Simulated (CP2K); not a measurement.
Consider hydroxyketene at its PBE geometry (Å).

```xyz
6

O     2.2444   -0.2092    0.2041
C     1.1064   -0.0289   -0.0437
C    -0.1761    0.1604   -0.3280
O    -1.1387   -0.6543    0.2938
H    -0.4619    0.8592   -1.1147
H    -1.5741   -0.1273    0.9885
```

Method: CP2K XAS_TDP, all-electron GAPW, PBEh(45%), aug-cc-pVTZ, TDA, GW2X-corrected core level, no relativity.

Question: Predict the bright core excitations at the C K edge.

Leading lines: C2 286.90 eV and C3 288.62 eV. The leading line of an atom is its first one with 35 % of the strongest within 2.5 eV of its lowest line over the strength cut. Core ionisation energies at this level: C2 294.99 and C3 292.17 eV.

The first six lines of each atom with a strength over 0.0015:

| atom | energy (eV) | states | strength, one atom | above the computed threshold |
| --- | --- | --- | --- | --- |
| C2 (bonded to C and O) | 286.90 | 1 | 0.0728 |  |
|  | 290.47 | 1 | 0.0712 |  |
|  | 293.55 | 1 | 0.0024 |  |
|  | 298.18 | 1 | 0.0032 | yes |
|  | 298.74 | 1 | 0.0029 | yes |
|  | 299.30 | 1 | 0.0024 | yes |
| C3 (bonded to C, O and H) | 286.87 | 1 | 0.0059 |  |
|  | 288.62 | 1 | 0.0453 |  |
|  | 289.83 | 1 | 0.0040 |  |
|  | 290.29 | 1 | 0.0046 |  |
|  | 290.98 | 1 | 0.0128 |  |
|  | 291.49 | 1 | 0.0038 |  |

Lines are vertical, at one geometry, with no vibrational structure. GW2X ionisation energies and lines can be off by 1 to 2 eV either way, and a good line position may hide errors that cancel. These values hold no scalar relativity, about 0.1 eV for C 1s. Rydberg lines, and the discretised continuum above threshold, depend on the basis and the box.

[Banner, clock and machine lines of the logs are left out without a mark of their own.]

[Logs are printed without paths, hosts, clocks, repeated set-up lines and the standing remarks that a program may print on its own settings, such as how far it seeks lower states.]

[Hosts, paths, dates, database ids (printed as entryN), source tags and the programs' standing remarks are cut or masked in the printed files.]
